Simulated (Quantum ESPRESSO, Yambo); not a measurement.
# BaTiO3 (P4mm): G0W0 in Yambo against the bands, part 2 of 2

How does the gap of BaTiO3 (P4mm) converge in the bands?

Yambo 5.3.0; PBE and many-body steps on it, plane waves. Known limits of the many-body steps: not at the basis limit; no spin-orbit coupling; coarse k mesh.

So far. Step 4 (87 bands): Against the run before, the gap moves by −0.033 eV.

The database entry behind the starting cell differs from later determinations by our own check (c/a about 0.6 % short), so it need not match the best structure at ambient conditions.

## Step 5: 144 bands

Level of this step: G0W0 on PBE, plane waves, norm-conserving pseudopotentials (Yambo).

gw4.in

```
HF_and_locXC
gw0
dyson
ppa
em1d
rim_cut
RandQpts= 1000000
RandGvec= 1 RL
EXXRLvcs= 76 Ry
VXCRLvcs= 304 Ry
Chimod= "HARTREE"
% BndsRnXp
 1 | 144 |
%
NGsBlkXp= 9 Ry
% LongDrXp
 1 | 1 | 1 |
%
% GbndRnge
 1 | 144 |
%
DysSolver= "n"
ExtendOut
PPAPntXp= 27.21138 eV
% QPkrange
 18 | 18 | 19 | 22 |
 1 | 1 | 19 | 22 |
%
```

Run with:

```console
> OMP_NUM_THREADS=1 mpirun -n 8 yambo -F gw4.in -J gw4 -C gw4 > gw4.log
```

The program printed:

```text
 Yambo, version 5.3.0

 [02] CORE Variables Setup
 =========================

  [... cell, symmetries and grids as in the set-up ...]

  [02.05] Energies & Occupations
  ==============================

  [X] === General ===
  [X] Electronic Temperature                        :  0.000000  0.000000 [eV K]
  [X] Bosonic    Temperature                        :  0.000000  0.000000 [eV K]
  [X] Finite Temperature mode                       : no
  [X] El. density                                   :  0.62226E+24 [cm-3]
[...]
QP @ state[ 1 ] b range                          :  19  22
   QP @ state[ 2 ] K range                          :  18  18
   QP @ state[ 2 ] b range                          :  19  22
   GF energies kind                                 : Perdew, Burke & Ernzerhof(X)+Perdew, Burke & Ernzerhof(C)
   GF WF`s kind                                     : Perdew, Burke & Ernzerhof(X)+Perdew, Burke & Ernzerhof(C)
   Xs energies kind                                 : Perdew, Burke & Ernzerhof(X)+Perdew, Burke & Ernzerhof(C)
   Xs WF`s kind                                     : Perdew, Burke & Ernzerhof(X)+Perdew, Burke & Ernzerhof(C)

 [11] Game Over & Game summary
```

The job ended after 2.2 min (8 MPI ranks of Arm Neoverse V2, shared host; peak memory 4.4 GiB; 18 min of CPU time).

This step gave:

```yaml
g0w0_gap_on_the_points_computed: 3.313 eV
starting_gap_on_the_mesh: 1.850 eV
k_of_the_valence_top: -0.5, -0.5, -0.5
k_of_the_conduction_bottom: 0, 0, 0
least_direct_g0w0_gap_on_the_computed_points: 3.675 eV
```

Against the run before, the gap moves by −0.048 eV.

## Step 6: 211 bands

gw5.in, as its differences from gw4.in of step 5:

```diff
@@ -12,3 +12,3 @@
 % BndsRnXp
- 1 | 144 |
+ 1 | 211 |
 %
@@ -19,3 +19,3 @@
 % GbndRnge
- 1 | 144 |
+ 1 | 211 |
 %
```

Run with:

```console
> OMP_NUM_THREADS=1 mpirun -n 8 yambo -F gw5.in -J gw5 -C gw5 > gw5.log
```

The program printed:

```text
 Yambo, version 5.3.0

 [02] CORE Variables Setup
 =========================

  [... cell, symmetries and grids as in the set-up ...]

  [02.05] Energies & Occupations
  ==============================

  [X] === General ===
  [X] Electronic Temperature                        :  0.000000  0.000000 [eV K]
  [X] Bosonic    Temperature                        :  0.000000  0.000000 [eV K]
  [X] Finite Temperature mode                       : no
  [X] El. density                                   :  0.62226E+24 [cm-3]
[...]
QP @ state[ 1 ] b range                          :  19  22
   QP @ state[ 2 ] K range                          :  18  18
   QP @ state[ 2 ] b range                          :  19  22
   GF energies kind                                 : Perdew, Burke & Ernzerhof(X)+Perdew, Burke & Ernzerhof(C)
   GF WF`s kind                                     : Perdew, Burke & Ernzerhof(X)+Perdew, Burke & Ernzerhof(C)
   Xs energies kind                                 : Perdew, Burke & Ernzerhof(X)+Perdew, Burke & Ernzerhof(C)
   Xs WF`s kind                                     : Perdew, Burke & Ernzerhof(X)+Perdew, Burke & Ernzerhof(C)

 [11] Game Over & Game summary
```

The job ended after 3.3 min (8 MPI ranks; peak memory 5.4 GiB).

This step gave:

| Quantity | Value |
| --- | --- |
| G0W0 gap on the points computed | 3.282 eV |
| starting gap on the mesh | 1.850 eV |
| k of the valence top | -0.5, -0.5, -0.5 |
| k of the conduction bottom | 0, 0, 0 |
| least direct G0W0 gap on the computed points | 3.647 eV |

Against the run before, the gap moves by −0.031 eV.

## Step 7: 288 bands

gw6.in, as its differences from gw5.in of step 6:

```diff
@@ -12,3 +12,3 @@
 % BndsRnXp
- 1 | 211 |
+ 1 | 288 |
 %
@@ -19,3 +19,3 @@
 % GbndRnge
- 1 | 211 |
+ 1 | 288 |
 %
```

Run with:

```console
> OMP_NUM_THREADS=1 mpirun -n 8 yambo -F gw6.in -J gw6 -C gw6 > gw6.log
```

The program printed:

```text
 Yambo, version 5.3.0

 [02] CORE Variables Setup
 =========================

  [... cell, symmetries and grids as in the set-up ...]

  [02.05] Energies & Occupations
  ==============================

  [X] === General ===
  [X] Electronic Temperature                        :  0.000000  0.000000 [eV K]
  [X] Bosonic    Temperature                        :  0.000000  0.000000 [eV K]
  [X] Finite Temperature mode                       : no
  [X] El. density                                   :  0.62226E+24 [cm-3]
[...]
QP @ state[ 1 ] b range                          :  19  22
   QP @ state[ 2 ] K range                          :  18  18
   QP @ state[ 2 ] b range                          :  19  22
   GF energies kind                                 : Perdew, Burke & Ernzerhof(X)+Perdew, Burke & Ernzerhof(C)
   GF WF`s kind                                     : Perdew, Burke & Ernzerhof(X)+Perdew, Burke & Ernzerhof(C)
   Xs energies kind                                 : Perdew, Burke & Ernzerhof(X)+Perdew, Burke & Ernzerhof(C)
   Xs WF`s kind                                     : Perdew, Burke & Ernzerhof(X)+Perdew, Burke & Ernzerhof(C)

 [11] Game Over & Game summary
```

Wall time 4.8 min (8 MPI ranks); peak memory 6.6 GiB; 38 min of CPU time.

This step gave:

```yaml
g0w0_gap_on_the_points_computed: 3.262 eV
starting_gap_on_the_mesh: 1.850 eV
k_of_the_valence_top: -0.5, -0.5, -0.5
k_of_the_conduction_bottom: 0, 0, 0
least_direct_g0w0_gap_on_the_computed_points: 3.626 eV
```

Against the run before, the gap moves by −0.021 eV.

## Step 8: Side by side

Times are wall times on 8 MPI ranks of Arm Neoverse V2, shared host, good to a factor of about two.

| run | mesh | bands | screening cutoff (eV) | DFT gap (eV) | gap on the mesh (eV) | direct (eV) | time |
| --- | --- | --- | --- | --- | --- | --- | --- |
| 35 bands | 4×4×4 | 35 | 122.5 | 1.850 | 3.557 | 3.917 | 25 s |
| 53 bands | 4×4×4 | 53 | 122.5 | 1.850 | 3.394 | 3.748 | 43 s |
| 87 bands | 4×4×4 | 87 | 122.5 | 1.850 | 3.361 | 3.730 | 78 s |
| 144 bands | 4×4×4 | 144 | 122.5 | 1.850 | 3.313 | 3.675 | 2.2 min |
| 211 bands | 4×4×4 | 211 | 122.5 | 1.850 | 3.282 | 3.647 | 3.3 min |
| 288 bands | 4×4×4 | 288 | 122.5 | 1.850 | 3.262 | 3.626 | 4.8 min |

## Step 9: Summary of results

* 35 bands: 3.557 eV
* 53 bands: 3.394 eV
* 87 bands: 3.361 eV
* 144 bands: 3.313 eV
* 211 bands: 3.282 eV
* 288 bands: 3.262 eV
* known limits: not at the basis limit; no spin-orbit coupling; coarse k mesh

**Reading.** The setting moved: bands. From 35 bands to 288 bands the gap moves by −0.30 eV, for 11 times the time. The last step still moves it by −0.021 eV. Bands and screening cutoff are coupled, so a series along one setting does not show full convergence. Bands and cutoff are finite, so the gap is not at the basis limit. The miss can reach some tenths of an eV and take either sign; the mesh is an error of its own. In the G0W0 runs levels were corrected at 2 k points alone, so a gap called «on the mesh» is the least over those, and an edge elsewhere would be missed. The 4×4×4 mesh is coarse for this cell, which bears on the long-range parts of exchange and screening. The many-body steps are scalar-relativistic: spin-orbit coupling is not in them.

[Paths, hosts, dates, memory and timing lines, banners, echoed tables and standing remarks are left out of the program output.]

[Logs are printed without paths, hosts, clocks, repeated set-up lines and the standing remarks that a program may print on its own settings, such as how far it seeks lower states.]

[Runs of the session that timed out or met a known fault of the program may be left out.]

[Hosts, paths, dates, database ids (printed as entryN), source tags and the programs' standing remarks are cut or masked in the printed files.]
